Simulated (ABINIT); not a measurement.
# Beyond one shot: SrMg2Bi2 (P-3m1), part 2 of 2

How far does self-consistency move the gap of SrMg2Bi2 (P-3m1)?

ABINIT 10.8.3; PBEsol and many-body steps on it, plane waves. Known limits of the many-body steps: not at the basis limit; model gap, bands may invert with spin-orbit coupling; screening runs away on this mesh; no spin-orbit coupling; coarse k mesh.

So far. Step 7 (evGW0, cycle 3): Against the cycle before, the gap moves by +0.010 eV.

## Step 8: Screening, 3×3×1 mesh, 144 bands, screening to 106.1 eV

This step: RPA screening on PBEsol, plane waves, norm-conserving pseudopotentials.

run.abi reads:

```
acell 3*1.0 Angstrom
rprim 
  4.829713290037 -0.000000000009 0.000000000000
  -2.414856645011 4.182654402172 0.000000000000
  0.000000000000 0.000000000000 7.982888130000
ntypat 3
znucl 38 12 83
natom 5
typat 1 2 2 3 3
xred 
  0.000000000000 0.000000000000 0.000000000000
  0.666666666667 0.333333333333 0.375044160000
  0.333333333333 0.666666666667 0.624955840000
  0.666666666667 0.333333333333 0.746734860000
  0.333333333333 0.666666666667 0.253265140000
pp_dirpath "pseudos"
pseudos "Sr.upf, Mg.upf, Bi.upf"
ecut 38
ngkpt 3 3 1
nshiftk 1
shiftk 0 0 0
kptopt 1
chksymbreak 0
istwfk *1
occopt 1
irdwfk 1
optdriver 3
nband 144
ecuteps 3.9
inclvkb 2
awtr 1
symchi 1
gwcalctyp 10
mbpt_sciss 0.417 eV
nqptdm 1
qptdm 
  0 0 0
indata_prefix "in"
outdata_prefix "out"
tmpdata_prefix "tmp"
```

Launch:

```sh
> OMP_NUM_THREADS=1 mpirun -n 8 abinit run.abi > log
```

Numbers of over 12 decimals in the logs are rounded to 6 here.

Output:

```text
.Version 10.8.3 of ABINIT. v10.8.2 released Aug 2026.

 Symmetries : space group P-3 m 1 (#164); Bravais hP (primitive hexag.)
[... echo of the input left out ...]
== DATASET  1 ==================================================================
-   mpi_nproc: 8, omp_nthreads: 1 (-1 if OMP is not activated)

--- !DatasetInfo
iteration_state: {dtset: 1, }
dimensions: {natom: 5, nkpt: 3, mband: 144, nsppol: 1, nspinor: 1, nspden: 1, mpw: 12209, }
cutoff_energies: {ecut:  38.0, pawecutdg:  -1.0, }
electrons: {nelect:   7.60000000E+01, charge:   0.00000000E+00, occopt:   1.00000000E+00, tsmear:   1.00000000E-02, }

 SCREENING: Calculation of the susceptibility and dielectric matrices

 Based on a program developped by R.W. Godby, V. Olevano, G. Onida, and L. Reining.
 Incorporated in ABINIT by V. Olevano, G.-M. Rignanese, and M. Torrent.
.Using double precision arithmetic ; gwpc =  8

[... cell and pseudopotentials left out ...]
--------------------------------------------------------------------------------

 ==== K-mesh for the wavefunctions ====
 Number of points in the irreducible wedge :     3
[... list of points left out ...]
 Together with 12 symmetry operations and time-reversal symmetry
 yields     9 points in the full Brillouin Zone.

 ==== Q-mesh for the screening function ====
 Number of points in the irreducible wedge :     3
[... list of points left out ...]
 Together with 12 symmetry operations and time-reversal symmetry
 yields     9 points in the full Brillouin Zone.

 setmesh: FFT mesh size selected  =    30x   30x   60
          total number of points  =        54000

 vcoul_init : cutoff-mode = AUXILIARY_FUNCTION
 q-points for optical limit:   1
     1)      0.000010    0.000020    0.000030

 Dielectric matrix will be calculated only for some
 selected q points provided by the user through the input variables
 nqptdm and qptdm

- screening: taking advantage of time-reversal symmetry
- Maximum band index for partially occupied states nbvw = 38
- Remaining bands to be divided among processors   nbcw = 106
- Number of bands treated by each node ~13

 rdqps: reading QP wavefunctions of the previous step
        looking for file in_QPS
 file not found, 1st iteration initialized with KS eigenelements

 screening : performing a first self-consistency
 update of the energies in W by a scissor operator
 applying a scissor operator of [eV] :   0.417

 Number of electrons calculated from density =   76.0000; Expected =   76.0000
 average of density, n =  0.069837
 r_s =    1.5064
 omega_plasma =   25.4916 [eV]

 calculating chi0 at frequencies [eV] :
  1    0.000000E+00    0.000000E+00
  2    0.000000E+00    2.549162E+01

--------------------------------------------------------------------------------
  q-point number  1        q = ( 0.000000, 0.000000, 0.000000) [r.l.u.]
--------------------------------------------------------------------------------
[... chi0 elements left out ...]
 For q-point:  0.000010 0.000020 0.000030
  dielectric constant = 177.7158
  dielectric constant without local fields = 189.0330

  Average fulfillment of the sum rule on Im[epsilon] for q-point    1 :     50.92  [%]
[... wings left out ...]
== END DATASET(S) ==============================================================
================================================================================

 -outvars: echo values of variables after computation  --------
           etotal      0.0000000000E+00
            nband         144
             nkpt           3
          spgroup         164
 [... the other variables as echoed above ...]

 Calculation completed.
```

It took 17 s on 8 MPI ranks of Arm Neoverse V1, shared host; peak memory 2.4 GiB.

Numbers from this step:

* ε∞ with local fields, on this mesh, along the program's q direction: 177.7
* the same without local fields: 189.0
* plasma frequency: 25.49 eV
* plane waves in the screening matrix: 391

This screening uses the functional's bands under a rigid shift, the mean opening of the cycle before.

## Step 9: Screening, 3×3×1 mesh, 144 bands, screening to 106.1 eV

This step: RPA screening on PBEsol from quasiparticle energies, plane waves, norm-conserving pseudopotentials.

Edit run.abi of step 8 so:

```diff
@@ -32,7 +32,8 @@
 symchi 1
+irdqps 1
 gwcalctyp 10
-mbpt_sciss 0.417 eV
-nqptdm 1
+nqptdm 2
 qptdm 
-  0 0 0
+  0.3333333333 0.0000000000 0.0000000000
+  0.3333333333 0.3333333333 0.0000000000
 indata_prefix "in"
```

mrgscr.stdin reads:

```
2
merged
q0_SCR
out_SCR
1
```

Launch:

```sh
> OMP_NUM_THREADS=1 mpirun -n 8 abinit run.abi > log; mrgscr < mrgscr.stdin
```

Output:

```text
.Version 10.8.3 of ABINIT. v10.8.2 released Aug 2026.

 Symmetries : space group P-3 m 1 (#164); Bravais hP (primitive hexag.)
[... echo of the input left out ...]
== DATASET  1 ==================================================================
-   mpi_nproc: 8, omp_nthreads: 1 (-1 if OMP is not activated)

--- !DatasetInfo
iteration_state: {dtset: 1, }
dimensions: {natom: 5, nkpt: 3, mband: 144, nsppol: 1, nspinor: 1, nspden: 1, mpw: 12209, }
cutoff_energies: {ecut:  38.0, pawecutdg:  -1.0, }
[...]
q-point number  2        q = ( 0.333333, 0.333333, 0.000000) [r.l.u.]
--------------------------------------------------------------------------------
[... chi0 elements left out ...]
  Average fulfillment of the sum rule on Im[epsilon] for q-point    3 :     52.59  [%]

== END DATASET(S) ==============================================================
================================================================================

 -outvars: echo values of variables after computation  --------
           etotal      0.0000000000E+00
            nband         144
             nkpt           3
          spgroup         164
 [... the other variables as echoed above ...]

 Calculation completed.
```

The job ended after 11 s (8 MPI ranks; peak memory 1.9 GiB; 89 s of CPU time).

This step gave:

- plasma frequency: 25.49 eV
- plane waves in the screening matrix: 391

This screening reads the quasiparticle levels of the cycle before.

## Step 10: evGW, cycle 1

This step: evGW on PBEsol, plane waves, norm-conserving pseudopotentials.

Edit run.abi of step 9 so:

```diff
@@ -26,14 +26,20 @@
 irdwfk 1
-optdriver 3
+optdriver 4
 nband 144
-ecuteps 3.9
-inclvkb 2
-awtr 1
-symchi 1
-irdqps 1
 gwcalctyp 10
-nqptdm 2
-qptdm 
+ecutsigx 38
+symsigma 1
+nkptgw 3
+kptgw 
+  0.0000000000 0.0000000000 0.0000000000
   0.3333333333 0.0000000000 0.0000000000
   0.3333333333 0.3333333333 0.0000000000
+bdgw 
+  33 43
+  33 43
+  33 43
+ecuteps 3.9
+irdscr 1
+ppmodel 1
+irdqps 1
 indata_prefix "in"
```

Launch:

```sh
> OMP_NUM_THREADS=1 mpirun -n 8 abinit run.abi > log
```

Output:

```text
.Version 10.8.3 of ABINIT. v10.8.2 released Aug 2026.

 Symmetries : space group P-3 m 1 (#164); Bravais hP (primitive hexag.)
[... echo of the input left out ...]
== DATASET  1 ==================================================================
-   mpi_nproc: 8, omp_nthreads: 1 (-1 if OMP is not activated)

--- !DatasetInfo
iteration_state: {dtset: 1, }
dimensions: {natom: 5, nkpt: 3, mband: 144, nsppol: 1, nspinor: 1, nspden: 1, mpw: 12209, }
cutoff_energies: {ecut:  38.0, pawecutdg:  -1.0, }
[...]
Convergence of QP corrections
 >>>>> For spin  1 <<<<<
.  kptgw no:  1; Maximum DeltaE = (   0.000   0.000) for band index:  9
.  kptgw no:  2; Maximum DeltaE = (   0.000   0.000) for band index: 10
.  kptgw no:  3; Maximum DeltaE = (  -0.026   0.000) for band index: 11

== END DATASET(S) ==============================================================
================================================================================

 -outvars: echo values of variables after computation  --------
           etotal      0.0000000000E+00
            nband         144
             nkpt           3
          spgroup         164
 [... the other variables as echoed above ...]

 Calculation completed.
```

Elapsed: 28 s, on 8 MPI ranks; peak memory 2.8 GiB; 3.7 min of CPU time.

Numbers from this step:

```
quasiparticle gap on the points computed              : 0.9450 eV
gap of the density functional on the mesh             : 0.4087 eV
k of the valence top                                  : 0, 0, 0
k of the conduction bottom                            : 0, 0, 0
least direct quasiparticle gap on the computed points : 0.9450 eV
```

Against G0W0 in ABINIT (3×3×1 mesh, 144 bands, screening to 106.1 eV, Godby-Needs plasmon pole), the gap moves by +0.080 eV.

## Step 11: Screening, 3×3×1 mesh, 144 bands, screening to 106.1 eV

This step: RPA screening on PBEsol, plane waves, norm-conserving pseudopotentials.

Edit run.abi of step 10 so:

```diff
@@ -26,20 +26,13 @@
 irdwfk 1
-optdriver 4
+optdriver 3
 nband 144
+ecuteps 3.9
+inclvkb 2
+awtr 1
+symchi 1
 gwcalctyp 10
-ecutsigx 38
-symsigma 1
-nkptgw 3
-kptgw 
-  0.0000000000 0.0000000000 0.0000000000
-  0.3333333333 0.0000000000 0.0000000000
-  0.3333333333 0.3333333333 0.0000000000
-bdgw 
-  33 43
-  33 43
-  33 43
-ecuteps 3.9
-irdscr 1
-ppmodel 1
-irdqps 1
+mbpt_sciss 0.460 eV
+nqptdm 1
+qptdm 
+  0 0 0
 indata_prefix "in"
```

Output:

```text
.Version 10.8.3 of ABINIT. v10.8.2 released Aug 2026.

 Symmetries : space group P-3 m 1 (#164); Bravais hP (primitive hexag.)
[... echo of the input left out ...]
== DATASET  1 ==================================================================
-   mpi_nproc: 8, omp_nthreads: 1 (-1 if OMP is not activated)

--- !DatasetInfo
iteration_state: {dtset: 1, }
dimensions: {natom: 5, nkpt: 3, mband: 144, nsppol: 1, nspinor: 1, nspden: 1, mpw: 12209, }
cutoff_energies: {ecut:  38.0, pawecutdg:  -1.0, }
[...]
[... chi0 elements left out ...]
 For q-point:  0.000010 0.000020 0.000030
  dielectric constant = 169.7906
  dielectric constant without local fields = 180.2675

  Average fulfillment of the sum rule on Im[epsilon] for q-point    1 :     51.02  [%]
[... wings left out ...]
== END DATASET(S) ==============================================================
================================================================================

 -outvars: echo values of variables after computation  --------
           etotal      0.0000000000E+00
            nband         144
             nkpt           3
          spgroup         164
 [... the other variables as echoed above ...]

 Calculation completed.
```

Run time: 17 s. Hardware: 8 MPI ranks; peak memory 2.4 GiB; 2.3 min of CPU time.

Numbers from this step:

* ε∞ with local fields, on this mesh, along the program's q direction: 169.8
* the same without local fields: 180.3
* plasma frequency: 25.49 eV
* plane waves in the screening matrix: 391

This screening uses the functional's bands under a rigid shift, the mean opening of the cycle before.

## Step 12: Screening, 3×3×1 mesh, 144 bands, screening to 106.1 eV

This step: RPA screening on PBEsol from quasiparticle energies, plane waves, norm-conserving pseudopotentials.

Edit run.abi of step 11 so:

```diff
@@ -32,7 +32,8 @@
 symchi 1
+irdqps 1
 gwcalctyp 10
-mbpt_sciss 0.460 eV
-nqptdm 1
+nqptdm 2
 qptdm 
-  0 0 0
+  0.3333333333 0.0000000000 0.0000000000
+  0.3333333333 0.3333333333 0.0000000000
 indata_prefix "in"
```

mrgscr.stdin is that of step 9.

Launch:

```sh
> OMP_NUM_THREADS=1 mpirun -n 8 abinit run.abi > log; mrgscr < mrgscr.stdin
```

Output:

```text
.Version 10.8.3 of ABINIT. v10.8.2 released Aug 2026.

 Symmetries : space group P-3 m 1 (#164); Bravais hP (primitive hexag.)
[... echo of the input left out ...]
== DATASET  1 ==================================================================
-   mpi_nproc: 8, omp_nthreads: 1 (-1 if OMP is not activated)

--- !DatasetInfo
iteration_state: {dtset: 1, }
dimensions: {natom: 5, nkpt: 3, mband: 144, nsppol: 1, nspinor: 1, nspden: 1, mpw: 12209, }
cutoff_energies: {ecut:  38.0, pawecutdg:  -1.0, }
[...]
q-point number  2        q = ( 0.333333, 0.333333, 0.000000) [r.l.u.]
--------------------------------------------------------------------------------
[... chi0 elements left out ...]
  Average fulfillment of the sum rule on Im[epsilon] for q-point    3 :     52.63  [%]

== END DATASET(S) ==============================================================
================================================================================

 -outvars: echo values of variables after computation  --------
           etotal      0.0000000000E+00
            nband         144
             nkpt           3
          spgroup         164
 [... the other variables as echoed above ...]

 Calculation completed.
```

The job ended after 11 s (8 MPI ranks; peak memory 1.9 GiB; 89 s of CPU time).

Numbers from this step:

```yaml
plasma_frequency: 25.49 eV
plane_waves_in_the_screening_matrix: 391
```

This screening reads the quasiparticle levels of the cycle before.

## Step 13: evGW, cycle 2

This step: evGW on PBEsol, plane waves, norm-conserving pseudopotentials.

Edit run.abi of step 12 so:

```diff
@@ -26,14 +26,20 @@
 irdwfk 1
-optdriver 3
+optdriver 4
 nband 144
-ecuteps 3.9
-inclvkb 2
-awtr 1
-symchi 1
-irdqps 1
 gwcalctyp 10
-nqptdm 2
-qptdm 
+ecutsigx 38
+symsigma 1
+nkptgw 3
+kptgw 
+  0.0000000000 0.0000000000 0.0000000000
   0.3333333333 0.0000000000 0.0000000000
   0.3333333333 0.3333333333 0.0000000000
+bdgw 
+  33 43
+  33 43
+  33 43
+ecuteps 3.9
+irdscr 1
+ppmodel 1
+irdqps 1
 indata_prefix "in"
```

Launch:

```sh
> OMP_NUM_THREADS=1 mpirun -n 8 abinit run.abi > log
```

Output:

```text
.Version 10.8.3 of ABINIT. v10.8.2 released Aug 2026.

 Symmetries : space group P-3 m 1 (#164); Bravais hP (primitive hexag.)
[... echo of the input left out ...]
== DATASET  1 ==================================================================
-   mpi_nproc: 8, omp_nthreads: 1 (-1 if OMP is not activated)

--- !DatasetInfo
iteration_state: {dtset: 1, }
dimensions: {natom: 5, nkpt: 3, mband: 144, nsppol: 1, nspinor: 1, nspden: 1, mpw: 12209, }
cutoff_energies: {ecut:  38.0, pawecutdg:  -1.0, }
[...]
Convergence of QP corrections
 >>>>> For spin  1 <<<<<
.  kptgw no:  1; Maximum DeltaE = (   0.000   0.000) for band index: 10
.  kptgw no:  2; Maximum DeltaE = (   0.000   0.000) for band index: 10
.  kptgw no:  3; Maximum DeltaE = (   0.000   0.000) for band index:  1

== END DATASET(S) ==============================================================
================================================================================

 -outvars: echo values of variables after computation  --------
           etotal      0.0000000000E+00
            nband         144
             nkpt           3
          spgroup         164
 [... the other variables as echoed above ...]

 Calculation completed.
```

The job ended after 27 s (8 MPI ranks; peak memory 2.8 GiB).

This step gave:

```
quasiparticle gap on the points computed              : 0.9430 eV
gap of the density functional on the mesh             : 0.4087 eV
k of the valence top                                  : 0, 0, 0
k of the conduction bottom                            : 0, 0, 0
least direct quasiparticle gap on the computed points : 0.9430 eV
```

Against the cycle before, the gap moves by −0.002 eV.

## Step 14: The runs together

Times are wall times on 8 MPI ranks of Arm Neoverse V1, shared host, good to a factor of about two. A run's time includes the screening step that it read.

```
           run   mesh  bands  screening cutoff (eV)  DFT gap (eV)  gap on the mesh (eV)  direct (eV)  ε∞ used  time
          G0W0  3×3×1    144                  106.1         0.409                 0.865        0.865   331.85  30 s
evGW0, cycle 1  3×3×1    144                  106.1         0.409                 0.972        0.972   331.85  51 s
evGW0, cycle 2  3×3×1    144                  106.1         0.409                 0.903        0.903   331.85  51 s
evGW0, cycle 3  3×3×1    144                  106.1         0.409                 0.913        0.913   331.85  51 s
 evGW, cycle 1  3×3×1    144                  106.1         0.409                 0.945        0.945   177.72  56 s
 evGW, cycle 2  3×3×1    144                  106.1         0.409                 0.943        0.943   169.79  56 s
```

## Step 15: Summary of results

| Item | Value |
| --- | --- |
| G0W0 | 0.865 eV |
| evGW0, cycle 1 | 0.972 eV |
| evGW0, cycle 2 | 0.903 eV |
| evGW0, cycle 3 | 0.913 eV |
| evGW, cycle 1 | 0.945 eV |
| evGW, cycle 2 | 0.943 eV |
| known limits | not at the basis limit; model gap, bands may invert with spin-orbit coupling; screening runs away on this mesh; no spin-orbit coupling; coarse k mesh |

Only the bands that the input lists are updated; the others, empty or deep, keep the functional's energies or take a rigid shift. The evGW loop starts from the last levels of evGW0, so its cycles and time come on top of those. evGW0 ends at 0.91 eV, +0.05 eV from G0W0, after 3 cycles that took 83 s beside the first screening; the last moved the gap by 0.010 eV. evGW ends at 0.94 eV, +0.08 eV from G0W0, after 2 cycles that took 1.9 min beside the first screening; the last moved the gap by 0.002 eV. The first cycle of evGW0 takes the full correction, without the factor Z, so it overshoots the one-shot value. Bands and cutoff are finite, so the gap is not at the basis limit. The miss can reach some tenths of an eV and take either sign; the mesh is an error of its own. In the G0W0 runs levels were corrected at 1 k point alone, so a gap called «on the mesh» is the least over those, and an edge elsewhere would be missed. The 3×3×1 mesh is coarse for this cell, which bears on the long-range parts of exchange and screening. Where an edge is built on 6p states of lead, bismuth or thallium, scalar-relativistic gaps usually stand too wide, by a few tenths to over one eV. With atoms this heavy and so narrow a gap, spin-orbit coupling can invert the bands. These scalar-relativistic gaps are then model values, not to be set against experiment, and a spin-orbit change taken from DFT can't simply be added. On this mesh the RPA ε∞ passes 90, more than nearly any semiconductor shows; a coarse mesh does this where one point with a narrow direct gap carries much weight. The screening is then too strong, and the G0W0 gap should not be taken as the material's. In the updated screening the q = 0 part is built from Kohn-Sham bands under a rigid shift, the other q from the quasiparticle levels.

[Paths, hosts, dates, memory and timing lines, banners, echoed tables and standing remarks are left out of the program output.]

[Logs are printed without paths, hosts, clocks, repeated set-up lines and the standing remarks that a program may print on its own settings, such as how far it seeks lower states.]

[Runs of the session that timed out or met a known fault of the program may be left out.]

[Hosts, paths, dates, database ids (printed as entryN), source tags and the programs' standing remarks are cut or masked in the printed files.]

[G0W0 gaps are taken among the corrected bands and points alone; a level outside them can change the order at an edge.]

[Where Ansatz stands beside ABINIT at settings called matched, ABINIT's density can come from a denser mesh and the files from another edition; pairs whose starting gaps differed by over 0.03 eV were left out, so agreement reads better than it is.]
